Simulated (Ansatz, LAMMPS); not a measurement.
# Structural relaxation of amorphous 61SiO2-39Al2O3 (mol %) (106 atoms), part 4 of 4

Wanted: the relaxed structure of amorphous 61SiO2-39Al2O3 (mol %) (106 atoms) and its electronic structure.

Ansatz 0.2.0; Kohn-Sham DFT, PBE, PAW (set soft_2), plane waves.

The cell: 17 Si, 22 Al and 67 O. The quench rate of 50 K/ps is orders of magnitude faster than experiment. The network of bonds at the start is that of the classical potential that made the cell. Only the Γ point is sampled in the main run, in a cell whose shortest periodic width is 11 Å.

So far. Step 4 (Cell and atoms relaxed): The relaxation changed the energy by -42.0 meV/atom, and atoms moved by 0.17 Å r.m.s., 0.54 Å at most. Step 7 (K-mesh 2×2×2): Forces differ from those of the single point at the relaxed geometry by 3.3 meV/Å r.m.s.; the energy by -1.0 meV/atom. It took 3.1 min and 9 cycles; the reference's time can't be set against it, since the two runs asked for unlike analyses.

**8. Functional HSE06**

HSE06 mixes in a quarter of exact exchange at short range, which counters self-interaction, at a higher cost.

This step: Kohn-Sham DFT, HSE06, PAW (set soft_2), plane waves (Ansatz 0.2.0).

Contents of input.yaml:

```yaml
crystal:
  lattice:
    - [10.73458, 0.18074, 0.1436]
    - [0.18074, 11.28646, -0.19491]
    - [0.1436, -0.19491, 11.13017]
  atoms:
    [... the 106 atom lines of step 6 ...]
kpoints:
  mp_grid: { grid: [1, 1, 1] }
hamiltonian:
  xc: hse06
scf:
  occupations: { method: fermi_dirac, width: 0.025 }
output:
  forces: true
  stress: true
  populations: true
  dos:
    method: { smearing: { sigma: 0.08 } }
    de: 0.05
    projected: { site_lists: { Al: [Al], O: [O], Si: [Si] } }
  eigenvalues: true
```

The run is started by

```bash
ansatz run input.yaml --threads 4 --pin off --max-ram 8192MiB --backend cpu --events-out ev --progress --plain --runs-dir out
```

Numbers of over 12 decimals in the logs are rounded to 6 here.

Output:

```text
Warning: output.stress: scf.convergence.dr2_threshold = 1e-7 eV (the SCF's general default) is looser than the 1.6e-9 eV advised for a printed stress (1e-10 eV for each atom of the cell: 106, of which 16 are counted). What an SCF threshold leaves in a stress goes as its square root, and in the free energy as the threshold itself, and one threshold admits the most on a small cell: [...]
Warning: output.stress: scf.exx.energy_threshold = 1e-6 eV is looser than the 1.6e-7 eV advised for a stress under a hybrid functional (1e-8 eV for each atom of the cell: 106, of which 16 are counted). Every SCF of the exchange loop can meet its threshold on dr2 while the loop round them stops early: [...]
exact exchange: scf.exx.singularity resolves to wigner_seitz, which cuts the screened interaction at the faces of the exchange supercell's Wigner-Seitz cell, so that each pair interacts once, at the shortest of its separations (the periodic images that this leaves out come, [...]
[...]
Crystal: 106 atoms, lattice volume = 1347.466 Å³
Basis set: ecut = 420 eV, 26311 PW (Γ), exchange–correlation on 144×160×150 points (8 copies of the dense FFT grid, shifted against one another)
Bands: 374, of which v1, the nominal top of the filled ones, is band 268 counted from 1 (267 counted from 0)
Symmetry: 1 space group operations
[...]
k-points: 1
[...]
SCF iter   1: F=—  HF=-60777.453488 eV  |F-HF|=—  |Δ(HF+E_count)|=         —  Δρ=2.24e-3  dr2=1.08e-1  ethr=1.77e-3  ⟨swp⟩=13.0  Hψ=2194  notcnv=0
[...]
SCF iter   4: F=-60777.470400 eV  HF=-60777.470238 eV  |F-HF|=1.62e-4  |Δ(HF+E_count)|=   3.45e-3  Δρ=2.88e-4  dr2=6.78e-4  ethr=5.32e-7  ⟨swp⟩=6.0  Hψ=862  notcnv=0  defer=3
SCF 1 stopped early in 4 iterations: F = -60777.470400 eV  dr2 = 6.78e-4
[...]
Exchange kernel: α = 0.2500, screened, ω = 0.2079 Å⁻¹, Wigner–Seitz truncation, v(0) = 949.6203 eV·Å³, q-mesh 1×1×1, nearest image of the exchange supercell L = 10.74 Å, pair-density grid 54×54×54, without the augmentation charges, whose exchange is taken in its separable form (sized by the pseudopotential files, [...]
Frozen-core exchange: fock
SCF iter   1: F=—  HF=-60788.346982 eV  |F-HF|=—  |Δ(HF+E_count)|=         —  Δρ=6.77e-3  dr2=5.06e-1  ethr=1.27e-6  ⟨swp⟩=16.0  Hψ=2140  notcnv=0
[...]
SCF iter   6: F=—  HF=-60788.339514 eV  |F-HF|=—  |Δ(HF+E_count)|=   2.21e-4  Δρ=9.46e-5  dr2=1.31e-4  ethr=1.18e-7  ⟨swp⟩=4.0  Hψ=866  notcnv=0
SCF iter   7: F=-60788.339480 eV  HF=-60788.339480 eV  |F-HF|=3.49e-7  |Δ(HF+E_count)|=   3.37e-5  Δρ=2.22e-5  dr2=3.18e-5  ethr=1.93e-8  ⟨swp⟩=4.0  Hψ=807  notcnv=0
SCF 2 stopped early in 7 iterations: F = -60788.339480 eV  dr2 = 3.18e-5
  Residual-converged pass: ⟨swp⟩=4.0  Hψ=1076  notcnv=0  max |occ|·‖R‖ = 4.1e-6 eV (tolerance 6.7e-6 eV)  dr2=3.19e-5  dr2_onsite=4.89e-7  max |Δocc| = 0.0e0
[...]
hybrid outer 1: dexx = +1.975e-1 eV, tail = 1.97e-4 eV
[...]
Frozen-core exchange: fock
SCF iter   1: F=—  HF=-60788.337430 eV  |F-HF|=—  |Δ(HF+E_count)|=         —  Δρ=3.24e-5  dr2=8.77e-6  ethr=1.84e-7  ⟨swp⟩=18.0  Hψ=1287  notcnv=0
[...]
SCF iter   4: F=-60788.337431 eV  HF=-60788.337431 eV  |F-HF|=2.47e-9  |Δ(HF+E_count)|=   1.77e-8  Δρ=6.17e-7  dr2=4.58e-9  ethr=4.68e-11  ⟨swp⟩=6.0  Hψ=879  notcnv=0  defer=9
SCF 3 converged in 4 iterations: F = -60788.337431 eV  dr2 = 4.58e-9
[...]
hybrid outer 2: dexx = +1.917e-6 eV, tail = 4.04e-8 eV, Δε = 6.98e-4 eV (about 1.03e-5 eV left of the loop's levels), ΔF = 3.47e-3 eV/Å (tail 2.35e-4)
hybrid SCF converged: 2 outer / 11 inner (+4 warm-up), last move |dexx| = 1.92e-6 eV, tail = 4.04e-8 eV
Stability not checked: this state was not tested for a lower state beside it, because the functional holds exact exchange (a hybrid, or Hartree-Fock), whose exchange loop this test does not read (fock_operator; see scf.lower_state_search)
Free energy (F): -60788.337431 eV
Frozen-core exchange: fock
[...]
Internal energy: -60788.337431 eV  (E = F + TS)
E sigma→0 (E₀):  -60788.337431 eV
Fermi energy:    4.989717 eV
[...]
Σ components = -60788.337431   (vs F -60788.337431, Δ=0.00e0)
--- Forces (eV/Å), atoms counted from 1 ---
  atom   1  Si     0.00932641     0.01240058    -0.01212430
  atom   2  Si     0.08513085    -0.05010531    -0.10277373
  atom   3  Si    -0.00377593     0.05026725     0.03689762
  atom   4  Si    -0.00311032    -0.04663612    -0.00798147
[...]
atom 106  O     -0.37099220    -0.10626651     0.35672362
  max |Σ_I F_I| component: 1.04e-4 eV/Å
--- Stress (GPa, compression-positive) ---
       -5.164336       0.167643      -0.059300
        0.167640      -5.219896      -0.050022
       -0.059295      -0.050025      -5.123290
  P = ⅓ Tr σ = -5.1692 GPa (-51.692 kbar)
--- Band table (eV) ---
[...]
--- Löwdin populations: 106 sites ---
  site symbol       q [e]
     0     Si      2.1849
     1     Si      2.1803
     2     Si      2.1621
[...]
105      O      6.8675
  spilling = 0.011256 (of n_electrons = 536.000000)
```

Elapsed: 4.7 min, on 4 threads of Arm Neoverse V2, shared host; peak memory 4.1 GiB; 18 min of CPU time.

The program notes that the exchange threshold is loose for the stress and the SCF threshold is loose for the stress.

Geometry and reference: those of the single point at the relaxed geometry.

Forces differ from those of the single point at the relaxed geometry by 158 meV/Å r.m.s.; the pressure by -5.2 GPa and the gap by +1.7 eV. It took 4.7 min and 15 cycles; the reference's time can't be set against it, since the two runs asked for unlike analyses.

Numbers from this run:

```
free energy                                      : -60788.3374 eV
free energy per atom                             : -573.4749 eV/atom
SCF cycles                                       : 15
pressure                                         : -5.169 GPa
r.m.s. force component                           : 0.158 eV/Å
longest force                                    : 0.5794 eV/Å
Fermi energy                                     : 4.99 eV
gap (highest filled to lowest empty level) : 5.523 eV
spilling of the projection                       : 0.01126
```

Length of the force by element and coordination:

```
element  coordination  atoms  mean length of the force (eV/Å)  spread   least   most
     Al           all     22                            0.120  0.0518  0.0189  0.220
     Al             4     16                            0.111   0.053  0.0189  0.220
     Al             5      6                            0.145  0.0385  0.0831  0.191
      O           all     67                            0.307   0.126  0.0673  0.579
      O             2     39                            0.362   0.117   0.108  0.579
      O             3     28                            0.232  0.0964  0.0673  0.493
     Si           all     17                           0.0888  0.0379  0.0197  0.155
```

Löwdin charges by element and coordination (they lack the spilled electrons, 0.057 e an atom on average):

```
element  coordination  atoms  mean charge (e)  spread   least    most
     Al           all     22             1.43  0.0259    1.38    1.48
     Al             4     16             1.44  0.0188    1.40    1.48
     Al             5      6             1.40  0.0171    1.38    1.42
      O           all     67           -0.841  0.0321  -0.920  -0.784
      O             2     39           -0.839  0.0319  -0.920  -0.789
      O             3     28           -0.844  0.0322  -0.894  -0.784
     Si           all     17             1.82  0.0192    1.78    1.84
```

States in the cell by windows of 1 eV, zero at the Fermi level; the larger projections on atomic orbitals stand beside the total:

```
from (eV)  to (eV)  total   O p
      -18      -13    0.0   0.0
      -13      -12    4.2   2.8
      -12      -11   12.1   8.3
      -11      -10   15.0  10.8
      -10       -9   28.9  21.9
       -9       -8   42.1  32.9
       -8       -7   47.6  38.9
       -7       -6   52.7  45.7
       -6       -5   67.0  61.2
       -5       -4   73.3  69.3
       -4       -3   55.0  52.7
       -3       -2    4.2   4.0
       -2        2    0.0   0.0
        2        3    2.0   0.0
        3        4    0.0   0.0
        4        5    9.5   1.0
```

Between -25 and -18 eV lie 134 more states.

The levels nearest the highest filled one (over half full), pooled over k-points and spins:

```
level less the highest filled one (eV)  occupation
                                -0.472           2
                                -0.429           2
                                -0.389           2
                                -0.289           2
                                -0.226           2
                                     0           2
                                  5.52           0
                                  6.98           0
                                  7.14           0
                                  7.42           0
                                  7.53           0
                                  7.70           0
```

**9. Functional r2SCAN (500 eV)**

The meta-GGA r2SCAN uses the kinetic energy density as well as the density and its gradient. Besides, the cutoff goes from 420 to 500 eV.

This step: Kohn-Sham DFT, r2SCAN, PAW (set soft_2), plane waves (Ansatz 0.2.0).

input.yaml: that of step 8 with these lines changed.

```diff
@@ -10,3 +10,3 @@
 hamiltonian:
-  xc: hse06
+  xc: r2scan
 scf:
```

Output:

```text
[...]
Crystal: 106 atoms, lattice volume = 1347.466 Å³
Basis set: ecut = 500 eV, 34249 PW (Γ), exchange–correlation on 320×360×360 points (64 copies of the dense FFT grid, shifted against one another)
Bands: 374, of which v1, the nominal top of the filled ones, is band 268 counted from 1 (267 counted from 0)
Symmetry: 1 space group operations
[...]
k-points: 1
[...]
SCF iter   1: F=—  HF=-60988.787889 eV  |F-HF|=—  |Δ(HF+E_count)|=         —  Δρ=7.74e-3  dr2=9.30e-1  dr2_τ=7.44e0  ethr=1.77e-3  ⟨swp⟩=6.0  Hψ=1677  notcnv=0  defer=54
[...]
SCF iter   8: F=—  HF=-60991.841043 eV  |F-HF|=—  |Δ(HF+E_count)|=   2.04e-6  Δρ=7.84e-6  dr2=8.82e-7  dr2_τ=6.53e-8  ethr=7.04e-10  ⟨swp⟩=2.0  Hψ=541  notcnv=0  defer=100
SCF iter   9: F=-60991.841043 eV  HF=-60991.841043 eV  |F-HF|=2.01e-8  |Δ(HF+E_count)|=   1.21e-7  Δρ=2.10e-6  dr2=6.77e-8  dr2_τ=4.45e-9  ethr=1.87e-11  ⟨swp⟩=14.0  Hψ=2508  notcnv=0
SCF 1 converged in 9 iterations: F = -60991.841043 eV  dr2 = 6.77e-8
[...]
SCF converged after 9 iterations
Free energy (F): -60991.841043 eV
[...]
Internal energy: -60991.841043 eV  (E = F + TS)
E sigma→0 (E₀):  -60991.841043 eV
Fermi energy:    5.300190 eV
[...]
Σ components = -60991.841043   (vs F -60991.841043, Δ=0.00e0)
--- Forces (eV/Å), atoms counted from 1 ---
  atom   1  Si    -0.02870484     0.00387686    -0.01101794
  atom   2  Si     0.11303753    -0.03023703    -0.10446950
  atom   3  Si    -0.01384629     0.05515591     0.02097832
  atom   4  Si    -0.00078574    -0.00779695    -0.00905447
[...]
atom 106  O     -0.31147628    -0.09102629     0.28532338
  max |Σ_I F_I| component: 5.16e-5 eV/Å
--- Stress (GPa, compression-positive) ---
       -5.017445       0.123063      -0.078825
        0.123091      -5.067389      -0.023232
       -0.078778      -0.023229      -4.964103
  P = ⅓ Tr σ = -5.0163 GPa (-50.163 kbar)
--- Band table (eV) ---
[...]
--- Löwdin populations: 106 sites ---
  site symbol       q [e]
     0     Si      2.1801
     1     Si      2.1759
     2     Si      2.1579
[...]
105      O      6.8688
  spilling = 0.011094 (of n_electrons = 536.000000)
```

It took 55 s on 4 threads; peak memory 3.8 GiB.

Geometry and reference: those of the single point at the relaxed geometry.

Forces differ from those of the single point at the relaxed geometry by 126 meV/Å r.m.s.; the pressure by -5.0 GPa and the gap by +0.64 eV. It took 55 s and 9 cycles; the reference's time can't be set against it, since the two runs asked for unlike analyses.

**10. Functional PBEsol**

PBEsol restores the gradient expansion of exchange for slowly varying densities and usually gives shorter bonds in solids than PBE.

This step: Kohn-Sham DFT, PBEsol, PAW (set soft_2), plane waves (Ansatz 0.2.0).

input.yaml: that of step 9 with these lines changed.

```diff
@@ -10,3 +10,3 @@
 hamiltonian:
-  xc: r2scan
+  xc: pbesol
 scf:
```

Output:

```text
[...]
Crystal: 106 atoms, lattice volume = 1347.466 Å³
Basis set: ecut = 420 eV, 26311 PW (Γ), exchange–correlation on 144×160×150 points (8 copies of the dense FFT grid, shifted against one another)
Bands: 374, of which v1, the nominal top of the filled ones, is band 268 counted from 1 (267 counted from 0)
Symmetry: 1 space group operations
[...]
k-points: 1
[...]
SCF iter   1: F=—  HF=-59808.289148 eV  |F-HF|=—  |Δ(HF+E_count)|=         —  Δρ=1.22e-2  dr2=1.62e0  ethr=1.77e-3  ⟨swp⟩=7.0  Hψ=1863  notcnv=0  defer=49
[...]
SCF iter   9: F=—  HF=-59807.801276 eV  |F-HF|=—  |Δ(HF+E_count)|=   8.82e-7  Δρ=4.06e-6  dr2=1.79e-7  ethr=1.87e-11  ⟨swp⟩=14.0  Hψ=2356  notcnv=0
SCF iter  10: F=-59807.801277 eV  HF=-59807.801277 eV  |F-HF|=1.84e-8  |Δ(HF+E_count)|=   2.63e-8  Δρ=8.37e-7  dr2=1.19e-8  ethr=1.87e-11  ⟨swp⟩=4.0  Hψ=1094  notcnv=0
SCF 1 converged in 10 iterations: F = -59807.801277 eV  dr2 = 1.19e-8
[...]
SCF converged after 10 iterations
Free energy (F): -59807.801277 eV
[...]
Internal energy: -59807.801277 eV  (E = F + TS)
E sigma→0 (E₀):  -59807.801277 eV
Fermi energy:    5.235565 eV
[...]
Σ components = -59807.801277   (vs F -59807.801277, Δ=0.00e0)
--- Forces (eV/Å), atoms counted from 1 ---
  atom   1  Si    -0.02294240     0.01499391     0.02619936
  atom   2  Si     0.00567034     0.02225850    -0.05321132
  atom   3  Si     0.02364739    -0.04580165    -0.01143372
  atom   4  Si    -0.00046023     0.00461997    -0.02959450
[...]
atom 106  O     -0.11675871    -0.03703285     0.06627648
  max |Σ_I F_I| component: 1.47e-5 eV/Å
--- Stress (GPa, compression-positive) ---
       -2.961343       0.097293       0.043591
        0.097291      -3.013207       0.054555
        0.043597       0.054553      -2.950177
  P = ⅓ Tr σ = -2.9749 GPa (-29.749 kbar)
--- Band table (eV) ---
[...]
--- Löwdin populations: 106 sites ---
  site symbol       q [e]
     0     Si      2.2724
     1     Si      2.2663
     2     Si      2.2511
[...]
105      O      6.8208
  spilling = 0.011158 (of n_electrons = 536.000000)
```

Elapsed: 23 s, on 4 threads; peak memory 1.7 GiB; 87 s of CPU time.

Geometry and reference: those of the single point at the relaxed geometry.

Forces differ from those of the single point at the relaxed geometry by 44 meV/Å r.m.s.; the pressure by -3.0 GPa and the gap by -0.087 eV.

**11. What each setting buys**

Each row is set against the single point at the relaxed geometry (Kohn-Sham DFT, PBE, PAW (set soft_2), plane waves; r.m.s. force component 0.00558 eV/Å). Energies are set beside the reference only for runs with its functional, potentials and electron count. Times are for 4 threads of Arm Neoverse V2, shared host. The reference's time includes grids, which some other runs skip.

```
                       run  Δ force, r.m.s. (meV/Å)  Δ energy (meV/atom)  Δ pressure (GPa)  Δ gap (eV)  cycles     time  host memory (GiB)
                 reference                        -                    -                 -           -       9     24 s                1.7
              k-mesh 2×2×2                     3.30                -1.03            0.0084      0.0036       9  3.1 min                6.4
          functional HSE06                      158                    -             -5.17        1.74      15  4.7 min                4.1
functional r2SCAN (500 eV)                      126                    -             -5.01       0.638       9     55 s                3.8
         functional PBEsol                     44.4                    -             -2.97     -0.0866      10     23 s                1.7
```

**12. What came out**

- energy change in the relaxation: -42.03 meV/atom
- r.m.s. displacement: 0.167 Å
- largest displacement: 0.537 Å
- free energy per atom: -573.3722 eV/atom
- pressure: -0.001588 GPa
- r.m.s. force component: 0.00558 eV/Å
- gap (highest filled to lowest empty level): 3.788 eV
- wall time of the 7 DFT runs: 12 min

Relaxation lowers the energy by 42.0 meV/atom and moves atoms by 0.17 Å r.m.s.; the r.m.s. force component goes from 0.57 to 0.0056 eV/Å. Displacements are taken in the final cell, so they leave out its strain. By the final cutoffs 0 of 160 bonded pairs parted and 2 joined. The cell shrank by 2.5 % in volume. From the first step to the last the energy fell by 4.455 eV, across changes of basis, and the largest move was 0.54 Å (Al23). The O-Si bonds change most in mean length: from 1.631 Å (spread 0.051) to 1.643 Å (spread 0.045). With the cutoffs above, 73 % of Al atoms have 4, 58 % of O atoms have 2 and all Si atoms have 4 bonded neighbours. 58 % of the oxygens bridge two formers (Si and Al) and 0 % are non-bridging; 42 % join three. Between filled and empty levels lie 3.79 eV (at Γ alone); a semilocal functional tends to put such gaps too low. In a disordered cell it changes from sample to sample, and tail or defect levels can set it.

Among the changes of functional, dispersion, potentials or spin set against this reference, functional HSE06 moves the forces most, by 158 meV/Å r.m.s. The gap changes by +1.74 eV with HSE06.

Caveats: The starting topology of bonds comes from the classical model; in DFT 0 of its 160 bonded pairs passed out of the cutoffs and 2 came within them.

[Logs are printed without paths, hosts, clocks, repeated set-up lines and the standing remarks that a program may print on its own settings, such as how far it seeks lower states.]

[Hosts, paths, dates, database ids (printed as entryN), source tags and the programs' standing remarks are cut or masked in the printed files.]
